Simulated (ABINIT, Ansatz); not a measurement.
# LiW (Pm-3m): zone-centre phonons

Which modes does LiW (Pm-3m) have at the zone centre?

Method: DFT PBE, scalar-relativistic, plane waves, JTH PAW pseudopotentials, in ABINIT 10.8.3.

The structure was built from a prototype and need not be the compound's stable phase.

## (1) The starting structure

It takes space group Pm-3m (No. 221, cubic). The conventional cell has a = 2.983 Å, b = 2.983 Å, c = 2.983 Å, α = 90.00°, β = 90.00°, γ = 90.00°. Li has 8 W at 2.58 Å nearest. Nearest to W lie 8 Li at 2.58 Å. Farther neighbours are not listed.

## (2) Relaxing the cell and atoms

The harmonic expansion needs vanishing forces, and a free crystal bears no stress, so cell and atoms are brought to rest. Stress is more sensitive to the basis than forces are: the last 3 Ha under the cutoff are smoothed with ecutsm, and the cutoff is raised above that of the later runs.

The starting cell comes from a relaxation made beforehand in Ansatz (PBE, JTH PAW).

relax.abi reads:

```
# relaxation
ionmov 2
optcell 2
dilatmx 1.08
ntime 40
tolmxf 1.0d-05
tolvrs 1.0d-14
prtwf 0
prtden 0
chksymtnons 0

# basis, mesh and filling
ecut 28.0
ecutsm 3.0
pawecutdg 56.0
ixc 11
ngkpt 10 10 10
nshiftk 1
shiftk 0.0 0.0 0.0
istwfk *1
occopt 3
tsmear 0.01
nband 15
nstep 100
diemac 1000000.0
prtebands 0
prtgsr 0
pawxcdev 0
pawnphi 17

# cell and atoms
acell 5.636334745 5.636334745 5.636334745
rprim 
    1.0 0.0 0.0
    0.0 1.0 0.0
    0.0 0.0 1.0
ntypat 2
znucl 3 74
natom 2
typat 1 2
xred 
    0.0 0.0 0.0
    0.5 0.5 0.5
pp_dirpath "./pseudo"
pseudos "Li.xml, W.xml"
```

Launch:

```sh
OMP_NUM_THREADS=1 mpirun -n 4 abinit relax.abi > relax.log
```

Numbers of over 12 decimals in the logs are rounded to 6 here.

relax.abo, the main output file:

```text
[banners, grids, parts of the stress and lines that vanish by symmetry left out]
- input  file    -> relax.abi
- output file    -> relax.abo
- root for input  files -> relaxi
[...]
Symmetries : space group Pm -3 m (#221); Bravais cP (primitive cubic)
[...]
mpw =        1628          nfft =       27000          nkpt =          56
[...]
== DATASET  1 ==================================================================
[...]
cutoff_energies: {ecut:  28.0, pawecutdg:  56.0, }
[...]
Exchange-correlation functional for the present dataset will be:
  GGA: Perdew-Burke-Ernzerhof functional - ixc=11
[...]
ETOT  1  -73.602810530223    -7.360E+01 2.088E+01 1.337E+01
 ETOT  2  -76.524562513228    -2.922E+00 1.656E-01 1.881E+01
 ETOT  3  -76.496152919038     2.841E-02 1.010E-01 4.813E+00
 ETOT  4  -76.486669952596     9.483E-03 4.799E-02 2.260E-01
 ETOT  5  -76.486613841571     5.611E-05 9.781E-03 3.173E-02
[...]
At SCF step   16       nres2   =  8.98E-15 < tolvrs=  1.00E-14 =>converged.
[...]
sigma(1 1)= -5.74864590E-05  sigma(3 2)=  0.00000000E+00
  sigma(2 2)= -5.74864590E-05  sigma(3 1)=  0.00000000E+00
  sigma(3 3)= -5.74864590E-05  sigma(2 1)=  0.00000000E+00
[...]
convergence: {deltae:  2.700E-13, res2:  8.982E-15, residm:  4.403E-04, diffor: null, }
etotal    :  -7.64865575E+01
[...]
ETOT  1  -76.486858807466    -7.649E+01 2.160E-04 1.464E-01
[...]
At SCF step   11       nres2   =  1.39E-15 < tolvrs=  1.00E-14 =>converged.
[...]
sigma(1 1)= -3.36334188E-05  sigma(3 2)=  0.00000000E+00
  sigma(2 2)= -3.36334188E-05  sigma(3 1)=  0.00000000E+00
  sigma(3 3)= -3.36334188E-05  sigma(2 1)=  0.00000000E+00
[...]
convergence: {deltae: -1.990E-13, res2:  1.386E-15, residm:  1.292E-05, diffor: null, }
etotal    :  -7.64866000E+01
[...]
ETOT  1  -76.487155755478    -7.649E+01 4.471E-04 2.973E-01
[...]
At SCF step   11       nres2   =  3.58E-16 < tolvrs=  1.00E-14 =>converged.
[...]
sigma(1 1)= -5.41434314E-07  sigma(3 2)=  0.00000000E+00
  sigma(2 2)= -5.41434314E-07  sigma(3 1)=  0.00000000E+00
  sigma(3 3)= -5.41434314E-07  sigma(2 1)=  0.00000000E+00
[...]
convergence: {deltae: -1.563E-13, res2:  3.584E-16, residm:  2.427E-05, diffor: null, }
etotal    :  -7.64866229E+01
[...]
ETOT  1  -76.486623043821    -7.649E+01 1.944E-05 8.092E-05
[...]
ETOT  8  -76.486622899377    -6.537E-13 1.187E-05 7.972E-14
 ETOT  9  -76.486622899377    -7.105E-14 4.616E-06 1.634E-15
 At SCF step    9       nres2   =  1.63E-15 < tolvrs=  1.00E-14 =>converged.
[...]
sigma(1 1)= -6.20378265E-09  sigma(3 2)=  0.00000000E+00
  sigma(2 2)= -6.20378266E-09  sigma(3 1)=  0.00000000E+00
  sigma(3 3)= -6.20378272E-09  sigma(2 1)=  0.00000000E+00
[...]
convergence: {deltae: -7.105E-14, res2:  1.634E-15, residm:  4.616E-06, diffor: null, }
etotal    :  -7.64866229E+01
[...]
At Broyd/MD step   4, gradients are converged :
[...]
sigma(1 1)= -6.20378265E-09  sigma(3 2)=  0.00000000E+00
  sigma(2 2)= -6.20378266E-09  sigma(3 1)=  0.00000000E+00
  sigma(3 3)= -6.20378272E-09  sigma(2 1)=  0.00000000E+00
[...]
- sigma(1 1)= -1.82521587E-04  sigma(3 2)=  0.00000000E+00
- sigma(2 2)= -1.82521587E-04  sigma(3 1)=  0.00000000E+00
- sigma(3 3)= -1.82521589E-04  sigma(2 1)=  0.00000000E+00
[...]
fcart     -0.0000000000E+00 -0.0000000000E+00 -0.0000000000E+00
           strten     -6.2037826543E-09 -6.2037826577E-09 -6.2037827167E-09
================================================================================

[key lines of the parts left out:]
pressure_GPa:   1.8252E-04
Total energy DC (eV): -4.39474389951973E+05
```

Run time: 56 s. Hardware: 4 MPI ranks of Arm Neoverse V1, shared host.

Step by step:

```tsv
step	energy less that of the first step (eV)	largest force (eV/Å)	volume (Å³)
1	0.0000	0.0000	26.53
2	-0.0012	0.0000	26.67
3	-0.0018	0.0000	26.87
4	-0.0018	0.0000	26.87
```

```tsv
conventional cell, symmetrised	before	after	change
a (Å)	2.983	2.995	+0.4 %
b (Å)	2.983	2.995	+0.4 %
c (Å)	2.983	2.995	+0.4 %
volume (Å³/atom)	13.27	13.44	+1.3 %
```

The relaxed structure:

```xyz
2
Lattice="2.9952 0.0000 0.0000 0.0000 2.9952 0.0000 0.0000 0.0000 2.9952" Properties=species:S:1:pos:R:3 pbc="T T T"
Li    0.0000    0.0000    0.0000
W     1.4976    1.4976    1.4976
```

This step gave:

* volume per atom: 13.44 Å³
* pressure: 1.83e-4 GPa
* gap on the k-mesh: 0 eV

The volume changes by +1.3 % from the cell with which this run began.

## (3) Self-consistent run for the response

The response is built on these wavefunctions, so the potential is converged far more tightly than an energy would need. Occupations are smeared.

gs.abi reads:

```
# ground state
tolvrs 1.0d-16
prtden 1
prtwf 1

# basis, mesh and filling
ecut 22.0
pawecutdg 44.0
ixc 11
ngkpt 12 12 12
nshiftk 1
shiftk 0.0 0.0 0.0
istwfk *1
occopt 3
tsmear 0.01
nband 15
nstep 100
diemac 1000000.0
prtebands 0
prtgsr 0
pawxcdev 0
pawnphi 17

# cell and atoms
acell 5.66016237 5.66016237 5.66016237
rprim 
    1.0 0.0 0.0
    0.0 1.0 0.0
    0.0 0.0 1.0
ntypat 2
znucl 3 74
natom 2
typat 1 2
xred 
    0.0 0.0 0.0
    0.5 0.5 0.5
pp_dirpath "./pseudo"
pseudos "Li.xml, W.xml"
```

Launch:

```sh
OMP_NUM_THREADS=1 mpirun -n 4 abinit gs.abi > gs.log
```

gs.abo, the main output file:

```text
[banners, grids, parts of the stress and lines that vanish by symmetry left out]
- input  file    -> gs.abi
- output file    -> gs.abo
- root for input  files -> gsi
[...]
Symmetries : space group Pm -3 m (#221); Bravais cP (primitive cubic)
[...]
mpw =         922          nfft =       13824          nkpt =          84
[...]
== DATASET  1 ==================================================================
[...]
cutoff_energies: {ecut:  22.0, pawecutdg:  44.0, }
[...]
Exchange-correlation functional for the present dataset will be:
  GGA: Perdew-Burke-Ernzerhof functional - ixc=11
[...]
ETOT  1  -74.159781299943    -7.416E+01 1.462E+01 6.234E+00
 ETOT  2  -76.518416282879    -2.359E+00 1.272E-01 8.473E+00
 ETOT  3  -76.493376162363     2.504E-02 8.937E-02 2.235E+00
 ETOT  4  -76.485797088634     7.579E-03 6.056E-02 1.405E-01
 ETOT  5  -76.485680538534     1.166E-04 1.825E-02 1.435E-02
[...]
ETOT 17  -76.485633722709    -6.963E-13 2.826E-05 3.038E-16
 ETOT 18  -76.485633722709     0.000E+00 3.733E-05 3.190E-17
 At SCF step   18       nres2   =  3.19E-17 < tolvrs=  1.00E-16 =>converged.
[...]
sigma(1 1)=  1.84102015E-05  sigma(3 2)=  0.00000000E+00
  sigma(2 2)=  1.84102015E-05  sigma(3 1)=  0.00000000E+00
  sigma(3 3)=  1.84102015E-05  sigma(2 1)=  0.00000000E+00
[...]
convergence: {deltae:  0.000E+00, res2:  3.190E-17, residm:  3.733E-05, diffor: null, }
etotal    :  -7.64856337E+01
[...]
sigma(1 1)=  1.84102015E-05  sigma(3 2)=  0.00000000E+00
  sigma(2 2)=  1.84102015E-05  sigma(3 1)=  0.00000000E+00
  sigma(3 3)=  1.84102015E-05  sigma(2 1)=  0.00000000E+00
[...]
- sigma(1 1)=  5.41646829E-01  sigma(3 2)=  0.00000000E+00
- sigma(2 2)=  5.41646829E-01  sigma(3 1)=  0.00000000E+00
- sigma(3 3)=  5.41646829E-01  sigma(2 1)=  0.00000000E+00
[...]
fcart     -0.0000000000E+00 -0.0000000000E+00 -0.0000000000E+00
           strten      1.8410201525E-05  1.8410201525E-05  1.8410201525E-05
================================================================================

[key lines of the parts left out:]
pressure_GPa:  -5.4165E-01
Total energy DC (eV): -4.39474363035105E+05
```

It took 20 s on 4 MPI ranks.

This step gave:

```yaml
pressure: -0.5416 GPa
```

The cell stands at -0.54 GPa: the relaxation ran with a smoothed and higher cutoff and on another k mesh.

## (4) Linear response at Γ

At q = 0 one unit cell holds all displacements. The response is solved for single atoms along the cell's directions, and symmetry skips those that follow from others. The crystal is treated as a metal, which screens a static field, so no field response is asked.

dfpt_gamma.abi reads:

```

# common to the responses
getwfk_filepath "gso_WFK"
kptopt 2
nqpt 1
qpt 0.0 0.0 0.0
asr 0
chneut 0

# displacements
rfphon 1
rfatpol 1 2
rfdir 1 1 1
tolvrs 1.0d-10
prtwf 0

# basis, mesh and filling
ecut 22.0
pawecutdg 44.0
ixc 11
ngkpt 12 12 12
nshiftk 1
shiftk 0.0 0.0 0.0
istwfk *1
occopt 3
tsmear 0.01
nband 15
nstep 100
diemac 1000000.0
prtebands 0
prtgsr 0
pawxcdev 0
pawnphi 17

# cell and atoms
acell 5.66016237 5.66016237 5.66016237
rprim 
    1.0 0.0 0.0
    0.0 1.0 0.0
    0.0 0.0 1.0
ntypat 2
znucl 3 74
natom 2
typat 1 2
xred 
    0.0 0.0 0.0
    0.5 0.5 0.5
pp_dirpath "./pseudo"
pseudos "Li.xml, W.xml"
```

Launch:

```sh
OMP_NUM_THREADS=1 mpirun -n 4 abinit dfpt_gamma.abi > dfpt_gamma.log
```

dfpt_gamma.abo, the main output file:

```text
[banners, grids, parts of the stress and lines that vanish by symmetry left out]
- input  file    -> dfpt_gamma.abi
- output file    -> dfpt_gamma.abo
- root for input  files -> dfpt_gammai
- root for output files -> dfpt_gammao

-   ./pseudo/Li.xml
-   ./pseudo/W.xml
 Symmetries : space group Pm -3 m (#221); Bravais cP (primitive cubic)
================================================================================
 Values of the parameters that define the memory need of the present run (RF).
     intxc =       0      iscf =       7    lmnmax =      18     lnmax =       6
     mgfft =      24  mpssoang =       3    mqgrid =    3001     natom =       2
  nloc_mem =       2    nspden =       1   nspinor =       1    nsppol =       1
      nsym =      48    n1xccc =       1    ntypat =       2    occopt =       3
   xclevel =       2
-    mband =          15        mffmem =           1         mkmem =         217
-   mkqmem =         217        mk1mem =         217           mpw =         922
      nfft =       13824          nkpt =         868
- my_mband =          15
Pmy_natom=         1
================================================================================
================================================================================

--------------------------------------------------------------------------------
------------- Echo of variables that govern the present computation ------------
--------------------------------------------------------------------------------
-
- outvars: echo of selected default values
-   iomode0 =  0 , fftalg0 =312 , wfoptalg0 = 10
-
- outvars: echo of global parameters not present in the input file
-  max_nthreads =    1
-
 -outvars: echo values of preprocessed input variables
 [... echo left out ...]
================================================================================

 chkinp: Checking input parameters for consistency.

[...]
== DATASET  1 ==================================================================
-   mpi_nproc: 4, omp_nthreads: 1 (-1 if OMP is not activated)

--- !DatasetInfo
iteration_state: {dtset: 1, }
dimensions: {natom: 2, nkpt: 868, mband: 15, nsppol: 1, nspinor: 1, nspden: 1, mpw: 922, }
cutoff_energies: {ecut:  22.0, pawecutdg:  44.0, }
electrons: {nelect:   1.70000000E+01, charge:   0.00000000E+00, occopt:   3.00000000E+00, tsmear:   1.00000000E-02, }
meta: {optdriver: 1, rfphon: 1, }
...

 mkfilename: getwfk from: gso_WFK

 Exchange-correlation functional for the present dataset will be:
  GGA: Perdew-Burke-Ernzerhof functional - ixc=11
 Citation for XC functional:
  J.P.Perdew, K.Burke, M.Ernzerhof, PRL 77, 3865 (1996)

 Real(R)+Recip(G) space primitive vectors, cartesian coordinates (Bohr,Bohr^-1):
 R(1)=  5.6601624  0.0000000  0.0000000  G(1)=  0.1766734  0.0000000  0.0000000
 R(2)=  0.0000000  5.6601624  0.0000000  G(2)=  0.0000000  0.1766734  0.0000000
 R(3)=  0.0000000  0.0000000  5.6601624  G(3)=  0.0000000  0.0000000  0.1766734
 Unit cell volume ucvol=  1.8133710E+02 bohr^3
 Angles (23,13,12)=  9.00000000E+01  9.00000000E+01  9.00000000E+01 degrees
 setup1 : take into account q-point for computing boxcut.

 Coarse grid specifications (used for wave-functions):

 getcut: wavevector=  0.0000  0.0000  0.0000  ngfft=  24  24  24
         ecut(hartree)=     22.000   => boxcut(ratio)=   2.00820

 Fine grid specifications (used for densities):

 getcut: wavevector=  0.0000  0.0000  0.0000  ngfft=  36  36  36
         ecut(hartree)=     44.000   => boxcut(ratio)=   2.13001

--- Pseudopotential description ------------------------------------------------
- pspini: atom type   1  psp file is ./pseudo/Li.xml

- pspini: atom type   2  psp file is ./pseudo/W.xml

   8.97526197E+02                                ecore*ucvol(ha*bohr**3)
--------------------------------------------------------------------------------

 ==>  initialize data related to q vector <==

 The list of irreducible perturbations for this q vector is:
    1)    idir= 1    ipert=   1
    2)    idir= 1    ipert=   2

[...]
The perturbation idir=   2  ipert=   1 is
 symmetric of a previously calculated perturbation.
 So, its SCF calculation is not needed.

 The perturbation idir=   3  ipert=   1 is
 symmetric of a previously calculated perturbation.
 So, its SCF calculation is not needed.

 The perturbation idir=   2  ipert=   2 is
 symmetric of a previously calculated perturbation.
 So, its SCF calculation is not needed.

 The perturbation idir=   3  ipert=   2 is
 symmetric of a previously calculated perturbation.
 So, its SCF calculation is not needed.

--------------------------------------------------------------------------------
 Perturbation wavevector (in red.coord.)   0.000000  0.000000  0.000000
 Perturbation : displacement of atom   1   along direction   1
 Found     8 symmetries that leave the perturbation invariant.

[...]
dfpt_looppert : total number of electrons, from k and k+q
  fully or partially occupied states are    1.700000E+01 and    1.700000E+01.
 Initialisation of the first-order wave-functions :
  ireadwf=   0

--- !BeginCycle
iteration_state: {dtset: 1, }
solver: {iscf: 7, nstep: 100, nline: 4, wfoptalg: 10, }
tolerances: {tolvrs: 1.00E-10, }
...

     iter   2DEtotal(Ha)        deltaE(Ha) residm    vres2
-ETOT  1   26.016912453971     -1.687E+02 1.240E+01 1.119E+05
 ETOT  2   4.515869     -2.150E+01 3.138E-01 1.233E+04
 ETOT  3   2.393670     -2.122E+00 1.292E-01 3.221E+02
 ETOT  4   2.360630     -3.304E-02 3.179E-02 1.101E+01
 ETOT  5   2.359610     -1.020E-03 4.715E-05 7.176E-01
[...]
At SCF step   15       vres2   =  1.73E-11 < tolvrs=  1.00E-10 =>converged.
[...]
Mean square residual over all n,k,spin=   62.962E-19; max=  15.873E-15

 Fourteen components of 2nd-order total energy (hartree) are
 1,2,3: 0th-order hamiltonian combined with 1st-order wavefunctions
     kin0=   1.50471091E+02 eigvalue=   7.39186591E+01  local=  -2.19982027E+01
 4,5,6: 1st-order hamiltonian combined with 1st and 0th-order wfs
 loc psp =  -1.03500125E+02  Hartree=   1.52924238E+02     xc=  -1.62853120E+01
 note that "loc psp" includes a xc core correction that could be resolved
 7,8,9: eventually, occupation + non-local contributions
    edocc=   2.21106932E+01     enl0=  -5.01804936E+00   enl1=  -4.45028110E+02
 10: eventually, PAW "on-site" Hxc contribution: epaw1=  -1.55379777E-03
 1-10 gives the relaxation energy (to be shifted if some occ is /=2.0)
   erelax=  -1.92406671E+02
 11,12,13 Non-relaxation  contributions : frozen-wavefunctions and Ewald
 fr.local=   1.09603866E+02 fr.nonlo=   5.40803710E+01  Ewald=   3.10820039E+01
 14,15 Frozen wf xc core corrections (1) and (2)
 frxc 1  =   0.00000000E+00  frxc 2 =   0.00000000E+00
 16 Contribution from 1st-order change of wavefunctions overlap
 eovl1 =   8.18573581E+01
 Resulting in :
 2DEtotal=    0.2359569521E+01 Ha. Also 2DEtotal=    0.642071576036E+02 eV
    (2DErelax=   -1.9240667150E+02 Ha. 2DEnonrelax=    1.9476624102E+02 Ha)
    (  non-var. 2DEtotal :    2.3594816357E+00 Ha)

[...]
Perturbation wavevector (in red.coord.)   0.000000  0.000000  0.000000
 Perturbation : displacement of atom   2   along direction   1
 Found     8 symmetries that leave the perturbation invariant.

--------------------------------------------------------------------------------

--------------------------------------------------------------------------------

 dfpt_looppert : total number of electrons, from k and k+q
  fully or partially occupied states are    1.700000E+01 and    1.700000E+01.
 Initialisation of the first-order wave-functions :
  ireadwf=   0

--- !BeginCycle
iteration_state: {dtset: 1, }
solver: {iscf: 7, nstep: 100, nline: 4, wfoptalg: 10, }
tolerances: {tolvrs: 1.00E-10, }
...

     iter   2DEtotal(Ha)        deltaE(Ha) residm    vres2
-ETOT  1   821.76677365152      1.970E+03 1.155E+01 2.691E+06
[...]
ETOT 14   2.349495      2.274E-12 1.357E-11 4.719E-10
 ETOT 15   2.349495     -1.501E-11 5.078E-12 4.254E-11

 At SCF step   15       vres2   =  4.25E-11 < tolvrs=  1.00E-10 =>converged.
[...]
Mean square residual over all n,k,spin=   20.170E-16; max=  50.775E-13

 Fourteen components of 2nd-order total energy (hartree) are
 1,2,3: 0th-order hamiltonian combined with 1st-order wavefunctions
     kin0=   6.53028799E+02 eigvalue=   4.89215315E+02  local=  -3.08509085E+02
 4,5,6: 1st-order hamiltonian combined with 1st and 0th-order wfs
 loc psp =  -3.42878914E+02  Hartree=   6.63599669E+02     xc=  -1.18598275E+01
 note that "loc psp" includes a xc core correction that could be resolved
 7,8,9: eventually, occupation + non-local contributions
    edocc=  -4.14482103E+02     enl0=  -1.54564462E+02   enl1=   5.77086675E+02
 10: eventually, PAW "on-site" Hxc contribution: epaw1=  -1.55240562E-03
 1-10 gives the relaxation energy (to be shifted if some occ is /=2.0)
   erelax=   1.15063452E+03
 11,12,13 Non-relaxation  contributions : frozen-wavefunctions and Ewald
 fr.local=   8.33860951E+02 fr.nonlo=  -2.01477390E+03  Ewald=   3.10820039E+01
 14,15 Frozen wf xc core corrections (1) and (2)
 frxc 1  =  -1.30377079E+02  frxc 2 =   1.31923007E+02
 16 Contribution from 1st-order change of wavefunctions overlap
 eovl1 =   1.03353013E+03
 Resulting in :
 2DEtotal=    0.2349495208E+01 Ha. Also 2DEtotal=    0.639330215873E+02 eV
    (2DErelax=    1.1506345155E+03 Ha. 2DEnonrelax=   -1.1482850203E+03 Ha)
    (  non-var. 2DEtotal :    2.3489878606E+00 Ha)

[...]
---- first-order wavefunction calculations are completed ----

 ==> Compute Derivative Database <==

 [... matrices left out ...]
  Phonon wavevector (reduced coordinates) :  0.00000  0.00000  0.00000
 Phonon energies in Hartree :
  -3.171178E-05 -3.171178E-05 -3.171178E-05  2.457743E-03  2.457743E-03
   2.457743E-03
 Phonon frequencies in cm-1    :
- -6.959931E+00 -6.959931E+00 -6.959931E+00  5.394123E+02  5.394123E+02
-  5.394123E+02

== END DATASET(S) ==============================================================
================================================================================

 -outvars: echo values of variables after computation
            acell      5.6601623700E+00  5.6601623700E+00  5.6601623700E+00 Bohr
           etotal      2.3494952080E+00
            fcart      0.0000000000E+00  0.0000000000E+00  0.0000000000E+00
           strten      0.0000000000E+00  0.0000000000E+00  0.0000000000E+00
================================================================================
```

Run time: 84 s. Hardware: 4 MPI ranks.

Numbers from this step:

| Item | Value |
| --- | --- |
| largest acoustic frequency at the zone centre before the sum rule | -6.96 cm⁻¹ |
| highest optical zone-centre mode (no LO-TO term) | 539.4 cm⁻¹ |
| lowest optical zone-centre mode | 539.4 cm⁻¹ |

The acoustic modes at Γ come out as far as 7.0 cm⁻¹ from zero, where they should vanish, a small numerical error.

(Part 1 of 2 ends here.)

[Host names and launcher messages were left out of these logs when they were recorded.]

[Logs are printed without paths, hosts, clocks, repeated set-up lines and the standing remarks that a program may print on its own settings, such as how far it seeks lower states.]

[Hosts, paths, dates, database ids (printed as entryN), source tags and the programs' standing remarks are cut or masked in the printed files.]
